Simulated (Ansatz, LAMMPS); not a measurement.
# Structural relaxation of Li+ TFSI- in propylene carbonate and sulfolane, from a frame at 400 K (145 atoms), part 3 of 3

How does Li+ TFSI- in propylene carbonate and sulfolane, from a frame at 400 K (145 atoms) relax, and what do bonds, charges and levels look like afterwards?

Ansatz 0.2.0; Kohn-Sham DFT, PBEsol, PAW (set soft_2), plane waves.

The cell: 25 O, 8 S, 38 C, 66 H, 1 N, 6 F and 1 Li. The network of contacts between molecules at the start is that of the classical potential that made the cell. The functional has no dispersion term. Sampling is at Γ alone, for a cell whose shortest periodic width is 12 Å.

So far. Step 4 (Cell and atoms relaxed): The relaxation changed the energy by -62.7 meV/atom, and atoms moved by 0.93 Å r.m.s., 3.0 Å at most.

**6. Single point at the relaxed geometry**

One more single point at the end of the walk gives the fuller output and checks the residual forces.

input.yaml

```yaml
crystal:
  lattice:
    - [12.19523, 0.06203, 0.01696]
    - [0.06203, 12.351, -0.08518]
    - [0.01696, -0.08518, 11.40556]
  atoms:
    - { symbol: O, position: [0.08703, 0.47477, 0.75217] }
    - { symbol: S, position: [0.12791, 0.47092, 0.63163] }
    - { symbol: O, position: [0.04895, 0.44561, 0.54007] }
    - { symbol: C, position: [0.20053, 0.59319, 0.60033] }
    - { symbol: C, position: [0.31982, 0.56352, 0.62297] }
    - { symbol: C, position: [0.33677, 0.44932, 0.57165] }
    - { symbol: C, position: [0.24536, 0.38064, 0.62217] }
    - { symbol: H, position: [0.1852, 0.61138, 0.50745] }
    - { symbol: H, position: [0.16639, 0.6569, 0.65833] }
    - { symbol: H, position: [0.37512, 0.62277, 0.58362] }
    - { symbol: H, position: [0.3361, 0.56315, 0.71807] }
    - { symbol: H, position: [0.33086, 0.45135, 0.47514] }
    - { symbol: H, position: [0.41776, 0.41596, 0.59476] }
    - { symbol: H, position: [0.2632, 0.35598, 0.71262] }
    - { symbol: H, position: [0.22112, 0.31037, 0.56841] }
    - { symbol: O, position: [0.58165, 0.92689, 0.17236] }
    - { symbol: S, position: [0.67433, 0.96837, 0.10623] }
    - { symbol: O, position: [0.6531, 0.05616, 0.02452] }
    - { symbol: C, position: [0.78354, 0.00676, 0.20381] }
    - { symbol: C, position: [0.88666, 0.96348, 0.14359] }
    - { symbol: C, position: [0.85717, 0.85069, 0.09656] }
    - { symbol: C, position: [0.74881, 0.86067, 0.03119] }
    - { symbol: H, position: [0.77878, 0.09508, 0.2163] }
    - { symbol: H, position: [0.76931, 0.96508, 0.28717] }
    - { symbol: H, position: [0.91095, 0.01722, 0.07165] }
    - { symbol: H, position: [0.95519, 0.95963, 0.20598] }
    - { symbol: H, position: [0.92129, 0.81608, 0.03868] }
    - { symbol: H, position: [0.84692, 0.79539, 0.17069] }
    - { symbol: H, position: [0.69907, 0.78701, 0.03287] }
    - { symbol: H, position: [0.75875, 0.88765, 0.94028] }
    - { symbol: O, position: [0.60681, 0.4765, 0.24289] }
    - { symbol: S, position: [0.62956, 0.59241, 0.24512] }
    [... 107 atom lines left out ...]
    - { symbol: H, position: [0.38904, 0.17326, 0.23748] }
    - { symbol: H, position: [0.46101, 0.29995, 0.24574] }
    - { symbol: H, position: [0.43934, 0.15588, 0.02423] }
    - { symbol: H, position: [0.56145, 0.36591, 0.07751] }
    - { symbol: H, position: [0.58613, 0.26622, 0.96117] }
    - { symbol: Li, position: [0.13764, 0.48652, 0.92173] }
kpoints:
  mp_grid: { grid: [1, 1, 1] }
hamiltonian:
  xc: pbesol
scf:
  occupations: { method: fixed }
output:
  forces: true
  stress: true
  populations: true
  dos:
    method: { smearing: { sigma: 0.15 } }
    de: 0.1
    projected: { site_lists: { C: [C], F: [F], H: [H], Li: [Li], "N": ["N"] } }
  eigenvalues: true
  write_density: true
  write_potential: true
  volumetric_format: npy
  elf: true
```

Command:

```console
ansatz run input.yaml --threads 4 --pin off --max-ram 8192MiB --backend cpu --events-out ev --progress --plain --runs-dir out
```

Numbers of over 12 decimals in the logs are rounded to 6 here.

The log of the run:

```text
[...]
Crystal: 145 atoms, lattice volume = 1717.807 Å³
Basis set: ecut = 420 eV, 33549 PW (Γ), exchange–correlation on 180×180×160 points (8 copies of the dense FFT grid, shifted against one another)
Bands: 378, of which v1, the nominal top of the filled ones, is band 233 counted from 1 (232 counted from 0)
Symmetry: 1 space group operations
[...]
k-points: 1
[...]
SCF iter   1: F=—  HF=-36886.079071 eV  |F-HF|=—  |Δ(HF+E_count)|=         —  Δρ=6.66e-3  dr2=6.77e-1  ethr=1.77e-3  ⟨swp⟩=5.0  Hψ=1428  notcnv=0  defer=141
[...]
SCF iter  10: F=-36885.934182 eV  HF=-36885.934182 eV  |F-HF|=9.04e-8  |Δ(HF+E_count)|=   7.57e-8  Δρ=2.23e-6  dr2=9.88e-8  ethr=2.15e-11  ⟨swp⟩=21.0  Hψ=3891  notcnv=0
SCF 1 converged in 10 iterations: F = -36885.934182 eV  dr2 = 9.88e-8
[...]
WARN: The input density's exchange-correlation potential varies sharply where the density is thin. Do not read a vacuum level from v_tot or v_xc, or from such a field of the output density. On a cell that repeats whose density bears no net charge and no dipole along the vacuum's axis use v_es (v_loc + v_h of the components); [...]
SCF converged after 10 iterations
Free energy (F): -36885.934182 eV
[...]
Internal energy: -36885.934182 eV  (E = F + TS)
E sigma→0 (E₀):  -36885.934182 eV
Fermi energy:    -1.140650 eV
[...]
--- Forces (eV/Å), atoms counted from 1 ---
  atom   1  O     -0.00298929     0.00007684     0.00117644
  atom   2  S      0.00306348    -0.00387078    -0.00134347
  atom   3  O      0.00186742     0.00078665    -0.00440537
  atom   4  C     -0.00014583     0.00464933     0.00227925
  atom   5  C     -0.00385177     0.00157093     0.00343089
  atom   6  C     -0.00143726    -0.00628258    -0.00257164
  atom   7  C      0.00030302     0.00360312    -0.00050703
  atom   8  H     -0.00085127    -0.00032091     0.00150127
  atom   9  H      0.00264515    -0.00455460    -0.00138689
  atom  10  H     -0.00126925    -0.00103186    -0.00079214
  atom  11  H      0.00040785     0.00066078    -0.00422960
  atom  12  H      0.00071863     0.00163821     0.00279516
  atom  13  H     -0.00223938     0.00075715    -0.00092763
  atom  14  H     -0.00047490     0.00171427    -0.00064622
[...]
atom 144  H     -0.00337209     0.00244807     0.00441398
  atom 145  Li    -0.00396853    -0.00206938    -0.00204533
  max |Σ_I F_I| component: 2.29e-4 eV/Å
--- Stress (GPa, compression-positive) ---
       -0.019064       0.003453      -0.000698
        0.003453      -0.007816      -0.006836
       -0.000698      -0.006836      -0.041829
  P = ⅓ Tr σ = -0.0229 GPa (-0.229 kbar)
--- Band table (eV) ---
[...]
--- Löwdin populations: 145 sites ---
  site symbol       q [e]
     0      O      6.7623
     1      S      3.9279
     2      O      6.7454
[...]
144     Li      2.2668
  spilling = 0.016222 (of n_electrons = 466.000000)
```

Elapsed: 14 s, on 4 threads of Intel Xeon 6975P-C (Granite Rapids), shared host; peak memory 2.4 GiB.

The program notes that the exchange-correlation potential is rough where the density is thin.

The run gave:

* free energy: -36885.9342 eV
* free energy per atom: -254.3858 eV/atom
* SCF cycles: 10
* pressure: -0.0229 GPa
* r.m.s. force component: 0.00495 eV/Å
* longest force: 0.04044 eV/Å
* Fermi energy: -1.141 eV
* gap (highest filled to lowest empty level): 5.558 eV
* spilling of the projection: 0.01622

Löwdin charges by element and coordination (they lack the spilled electrons, 0.052 e an atom on average):

```
element  coordination  atoms  mean charge (e)  spread   least    most
      C           all     38           -0.183   0.379  -0.490   0.727
      C             3      3            0.715   0.008   0.709   0.727
      C             4     35           -0.260   0.284  -0.490   0.656
      F           all      6           -0.212  0.0058  -0.222  -0.205
      H           all     66            0.213  0.0147   0.179   0.239
     Li           all      1            0.733       0   0.733   0.733
      N           all      1           -0.905       0  -0.905  -0.905
      O           all     25           -0.594   0.211  -0.775  -0.249
      O             1     14           -0.721  0.0852  -0.760  -0.416
      O             2     11           -0.432   0.212  -0.775  -0.249
      S           all      8             2.09  0.0501    2.06    2.18
```

Density of states as counts of states in windows of 1 eV (from the Fermi level), total and the larger projections:

```
from (eV)  to (eV)  total   C p  H s   F p  C s
      -14      -13    6.0   0.6  0.9   0.0  3.3
      -13      -12    5.4   0.5  0.7   0.4  2.2
      -12      -11   17.9   2.2  3.0   0.8  8.0
      -11      -10   12.7   2.0  1.6   0.7  3.9
      -10       -9    7.8   2.0  0.9   0.7  1.4
       -9       -8   25.5   6.7  2.5   6.2  3.3
       -8       -7   14.7   3.9  3.1   0.0  2.9
       -7       -6   18.2   7.0  2.1   0.4  0.3
       -6       -5   35.5  11.6  3.9   5.8  0.8
       -5       -4   62.6  18.0  7.2  10.4  0.8
       -4       -3   32.3  12.3  4.3   5.4  0.3
       -3       -2   51.0  27.0  9.8   0.2  0.4
       -2       -1   43.4  11.2  6.1   0.5  0.3
       -1        0   52.8   8.1  3.6   0.4  0.4
        0        1    2.2   0.6  0.1   0.0  0.0
        1        5    0.0   0.0  0.0   0.0  0.0
```

With fixed occupations the program's Fermi level is the highest filled level; weight inside the gap is the broadening of levels at its edges.

Between -26 and -14 eV lie 72 more states.

Not all projections were asked for or kept, so they needn't add up to the total.

The levels nearest the highest filled one (over half full), pooled over k-points and spins:

```
level less the highest filled one (eV)  occupation
                                -0.242           2
                                -0.224           2
                                -0.191           2
                                -0.115           2
                               -0.0592           2
                                     0           2
                                  5.56           0
                                  5.89           0
                                  5.92           0
                                  6.02           0
                                  6.05           0
                                  6.13           0
```

Electrostatic potential energy in the bc plane at fractional x = 0.138, with atoms of S and H and O and C and F and Li within 0.2 Å of it. With pseudopotentials it is smooth inside the atoms' cores, unlike the true potential.

Ten even steps from '0' (-40 eV) to '9' (6 eV), each cell a mean:
```
99999999999999986578999999999999999
99999999999999962147998899999999999
99999999999999974368986799999999999
99989999999999998889998899999999999
99637999999999998899999999999999999
99647999999999985689999999999999999
99999999999999875589999999999999999
89999999999998621147897689999999976
28999999999998401016787689999999610
28999999999998510037778999999998400
79999999999999875678889999999863102
78999999999999999999988999999840101
66678999999999999999999999999850003
30048999999999999999999999999985456
20037999999999999999999999999999887
31478999999999999999999999999999997
00589999999888888777899999999999982
01699999998623674113799999999999994
78999999998400451001689999999999999
99999999998645763003799999999999999
99999999997238987512699999999999999
99999999998779999400399999856999999
99999999999999999733799999735899999
99999999999999999989999999988999999
```
Columns run along b (12.4 Å; values clipped at the 3rd and 97th percentile), rows up along c (11.4 Å). Atoms in or near the plane, at fractional coordinates: S at (0.47, 0.63), H at (0.33, 0.13), H at (0.79, 0.07), S at (0.93, 0.50), O at (0.97, 0.62), C at (0.05, 0.40), F at (0.01, 0.29), H at (0.09, 0.79), Li at (0.49, 0.92).

ELF in the bc plane at fractional x = 0.138, with atoms of S and H and O and C and F and Li within 0.2 Å of it. It is the smooth field of the valence electrons, not physical close to the nuclei.

Values in units of 1e-1, 13 rows by 16 columns, each cell a mean:
```
0.3 1.0 6.7 5.5 0.5 1.5 0.5 4.4 3.2 2.5 5.5 2.7 0.8 0.4 3.2 4.8
1.3 3.4 2.7 2.9 0.6 0.4 0.2 3.1 2.2 4.9 8.3 6.3 0.9 0.1 1.6 1.2
5.1 9.8 6.3 0.3 0.1 0.1 2.9 7.1 4.9 1.1 3.5 2.2 0.2 0.0 0.0 0.1
2.1 4.9 4.0 0.1 0.0 0.2 2.9 7.0 5.1 1.2 4.5 2.6 0.0 0.1 1.9 3.8
7.6 2.0 0.0 0.1 0.7 1.1 5.1 3.0 6.7 5.9 9.4 6.9 0.2 0.6 5.9 7.2
5.8 1.3 0.0 0.2 2.5 1.3 3.0 4.5 5.3 5.9 5.9 1.7 0.2 1.8 5.5 6.7
5.0 1.2 0.3 0.1 0.3 0.2 1.8 3.1 0.8 6.5 7.4 0.6 0.5 2.8 3.1 5.2
5.6 3.5 1.0 0.1 0.0 0.1 0.2 0.3 0.5 0.8 0.7 0.1 0.6 1.4 2.8 5.9
6.6 3.4 0.4 0.1 2.3 5.3 2.2 1.4 4.5 4.5 1.7 0.1 0.2 0.4 0.5 4.3
7.6 5.4 0.3 0.3 5.0 8.1 6.4 5.7 5.7 5.4 1.7 0.1 0.0 0.0 1.1 6.9
2.6 1.6 0.1 0.5 5.6 8.0 6.3 6.1 4.8 4.0 0.6 0.3 1.8 1.0 0.1 1.2
0.0 0.0 0.1 0.4 6.1 8.7 3.0 4.4 7.0 7.6 1.9 3.1 9.2 7.3 0.4 0.0
0.1 0.6 3.6 1.6 0.3 0.9 0.3 3.3 6.9 4.9 0.6 2.5 8.7 6.6 0.4 0.7
```
Columns run along b (12.4 Å), rows up along c (11.4 Å). Atoms in or near the plane, at fractional coordinates: S at (0.47, 0.63), H at (0.33, 0.13), H at (0.79, 0.07), S at (0.93, 0.50), O at (0.97, 0.62), C at (0.05, 0.40), F at (0.01, 0.29), H at (0.09, 0.79), Li at (0.49, 0.92).

Mean Löwdin charges: C -0.18, F -0.21, H +0.21, Li +0.73, N -0.90, O -0.59 e (they miss 1.6 % of the electrons, so they add up to more than the cell's charge).

The surroundings of N91, the only N atom, nearest first, numbered as they follow in the input and with coordinates relative to it.

```
atom      x      y      z  distance (Å)  bonds  Löwdin charge (e)
 N91   0.00   0.00   0.00          0.00      2              -0.90
 S99  -1.50   0.18   0.49          1.59      4               2.17
 S92   1.23   0.84   0.54          1.59      4               2.18
O100  -2.38  -0.36  -0.53          2.46      1              -0.73
 O94   2.45   0.14   0.21          2.46      1              -0.72
 O93   1.09   1.41   1.87          2.59      1              -0.74
O101  -1.84   1.45   1.10          2.59      1              -0.73
 C95   1.25   2.33  -0.59          2.71      4               0.65
C102  -1.65  -1.06   1.88          2.72      4               0.66
 F96   1.32   1.95  -1.88          3.01      1              -0.21
F105  -1.43  -2.30   1.45          3.07      1              -0.21
F103  -0.79  -0.78   2.87          3.08      1              -0.21
 F98   0.16   3.08  -0.43          3.11      1              -0.21
```

The column of bonds counts only the pairs H-C within 1.34 Å, C-C within 1.85 Å, C-O within 1.73 Å, C-S within 2.21 Å, C-F within 1.62 Å, O-S within 1.88 Å, O-Li within 2.58 Å, S-N within 1.98 Å; other neighbours, such as metal atoms beside each other in a compound, aren't counted, and periodic images can show an atom twice.

**7. Results**

- energy change in the relaxation: -62.69 meV/atom
- r.m.s. displacement: 0.934 Å
- largest displacement: 2.999 Å
- free energy per atom: -254.3858 eV/atom
- pressure: -0.0229 GPa
- r.m.s. force component: 0.00495 eV/Å
- gap (highest filled to lowest empty level): 5.558 eV
- wall time of the 3 DFT runs: 8.7 min

What this shows: Relaxation lowers the energy by 62.7 meV/atom and moves atoms by 0.93 Å r.m.s.; the r.m.s. force component goes from 1.2 to 0.0050 eV/Å, the pressure goes from 3.3 to -0.023 GPa, and the gap from 4.88 to 5.56 eV. Displacements are taken in the final cell, so they leave out its strain. By the final cutoffs no bond was broken or made. The functional lacks dispersion, which holds such a cell together, so the relaxed volume is likely too large. The cell grew by 5.6 % in volume. From the first step to the last the energy fell by 9.090 eV, across changes of basis, and the largest move was 3.00 Å (H55, with 1 other atom within 2 % of it). The O-Li bonds change most in mean length: from 1.999 Å (spread 0.092) to 2.067 Å (spread 0.073). Counting bonds as in the table, 92 % of C atoms have 4, all F atoms have 1, all H atoms have 1 and all Li atoms have 5 bonded neighbours. Between filled and empty levels lie 5.56 eV (at Γ alone); a semilocal functional tends to put such gaps too low. In a disordered cell it changes from sample to sample and from frame to frame.

**Limits.** The network of contacts between molecules at the start is that of the classical potential that made the cell; in DFT atoms moved by 0.93 Å r.m.s.

[Logs are printed without paths, hosts, clocks, repeated set-up lines and the standing remarks that a program may print on its own settings, such as how far it seeks lower states.]

[Hosts, paths, dates, database ids (printed as entryN), source tags and the programs' standing remarks are cut or masked in the printed files.]
